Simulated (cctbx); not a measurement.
# Nd3Re2S9 across an absorption edge

Space group P-1 (no. 2), a = 6.7180 Å, b = 8.3440 Å, c = 13.3020 Å, α = 76.20°, β = 75.90°, γ = 68.93°.

```csv
atom,mult.,x,y,z,Ueq (Å²)
Re1,2,0.6464,0.8681,0.4291,0.0074
Re2,2,0.4844,0.6187,0.9093,0.0039
Nd1,2,0.7077,0.3949,0.6244,0.0040
Nd2,2,0.7703,0.8398,0.1171,0.0086
Nd3,2,0.9909,0.7803,0.7279,0.0050
S1,2,0.3891,0.8123,0.5840,0.0093
S2,2,0.3461,0.4721,0.8183,0.0111
S3,2,0.9014,0.7524,0.5324,0.0095
S4,2,0.8269,0.4851,0.8107,0.0055
S5,2,0.9331,0.8859,0.2829,0.0049
S6,2,0.6231,0.8350,0.9235,0.0065
S7,2,0.1363,0.8042,0.9379,0.0086
S8,2,0.3972,0.9318,0.3171,0.0056
S9,2,0.6983,0.5784,0.4100,0.0062
```

The model was made for the exercise: a known structure type with other elements put in, its volume estimated, not relaxed; displacement parameters are assumed.

Calculated with cctbx: free-atom f′ and f″ from the Sasaki tables, no fine structure; amplitudes in electrons.

| E (eV) | F 0 1 0 | F 0 1 1 | F 0 0 1 | F 1 1 1 |
| --- | --- | --- | --- | --- |
| 5608 | 13.6 | 83.7 | 42.0 | 153.3 |
| 5958 | 13.3 | 87.0 | 41.6 | 157.7 |
| 6088 | 13.0 | 90.0 | 41.2 | 161.6 |
| 6148 | 12.8 | 92.9 | 40.8 | 165.5 |
| 6178 | 12.6 | 95.6 | 40.5 | 169.2 |
| 6193 | 12.4 | 98.4 | 40.2 | 173.0 |
| 6200 | 12.2 | 101.0 | 39.9 | 176.5 |
| 6204 | 12.0 | 103.8 | 39.6 | 180.2 |
| 6212 | 12.1 | 103.2 | 39.6 | 179.4 |
| 6216 | 12.4 | 100.0 | 40.0 | 175.1 |
| 6223 | 12.5 | 97.2 | 40.3 | 171.3 |
| 6238 | 12.8 | 94.2 | 40.6 | 167.2 |
| 6268 | 12.9 | 91.2 | 41.0 | 163.2 |
| 6358 | 13.2 | 87.3 | 41.4 | 157.9 |
| 6608 | 13.3 | 85.3 | 41.5 | 155.1 |

**Question.** Which edge is crossed, and why do the reflections move as they do?

The L3 edge of Nd. The edge is at 6208 eV. f′ of Nd falls from -11.8 e at 6088 eV to -19.3 e at 4 eV below it, and f″ steps from 3.56 to 10.63 e across it. Over that approach |F| changes by -8 % (0 1 0), +15 % (0 1 1), -4 % (0 0 1) and +12 % (1 1 1): a reflection falls where Nd scatters in phase with the total and rises where it scatters against it; it hardly moves where the Nd term is small or cancels by symmetry. Above the edge the larger f″ enters the imaginary part, where it can add to or cancel the other atoms' f″. The structure is centrosymmetric, so Friedel mates stay equal.

[Logs are printed without paths, hosts, clocks, repeated set-up lines and the standing remarks that a program may print on its own settings, such as how far it seeks lower states.]
